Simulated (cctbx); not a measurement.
**TbGa2Sn4 across an absorption edge**

Space group P4/nbm (no. 125, origin choice 1), a = 6.3720 Å, b = 6.3720 Å, c = 7.9010 Å, α = 90.00°, β = 90.00°, γ = 90.00°.

| atom | mult. | x | y | z | Ueq (Å²) |
| --- | --- | --- | --- | --- | --- |
| Tb1 | 2 | 0 | 1/2 | 0 | 0.0086 |
| Sn1 | 8 | 0.3110 | 0.1890 | 0.6424 | 0.0102 |
| Ga1 | 4 | 1/2 | 1/2 | 0.8394 | 0.0119 |

The model was made for the exercise: a known structure type with other elements put in, its volume estimated, not relaxed; displacement parameters are assumed.

Calculated with cctbx: free-atom f′ and f″ from the Sasaki tables, no fine structure; amplitudes in electrons.

| E (eV) | F 1 1 0 | F 0 2 2 | F 2 0 1 | F 2 2 0 |
| --- | --- | --- | --- | --- |
| 9767 | 65.0 | 111.8 | 301.7 | 334.5 |
| 10117 | 68.7 | 114.0 | 300.9 | 332.1 |
| 10247 | 71.6 | 115.5 | 299.6 | 329.7 |
| 10307 | 74.4 | 116.7 | 298.3 | 327.1 |
| 10337 | 77.1 | 117.9 | 296.9 | 324.5 |
| 10352 | 79.8 | 119.1 | 295.4 | 321.8 |
| 10359 | 82.2 | 120.2 | 294.2 | 319.4 |
| 10363 | 84.7 | 121.2 | 292.8 | 316.9 |
| 10371 | 84.0 | 121.0 | 292.8 | 317.1 |
| 10375 | 80.6 | 119.6 | 294.7 | 320.4 |
| 10382 | 77.7 | 118.4 | 296.2 | 323.2 |
| 10397 | 74.6 | 117.1 | 297.8 | 326.2 |
| 10427 | 71.6 | 115.8 | 299.5 | 329.2 |
| 10517 | 67.7 | 114.3 | 301.7 | 333.2 |
| 10767 | 63.7 | 112.8 | 304.3 | 337.7 |

**Question.** Which edge is crossed, and why do the reflections move as they do?

The K edge of Ga. The edge is at 10367 eV. f′ of Ga falls from -4.1 e at 10247 eV to -7.5 e at 4 eV below it, and f″ steps from 0.49 to 3.89 e across it. Over that approach |F| changes by +18 % (1 1 0), +5 % (0 2 2), -2 % (2 0 1) and -4 % (2 2 0): a reflection falls where Ga scatters in phase with the total and rises where it scatters against it; it hardly moves where the Ga term is small or cancels by symmetry. Above the edge the larger f″ enters the imaginary part, where it can add to or cancel the other atoms' f″. The structure is centrosymmetric, so Friedel mates stay equal.
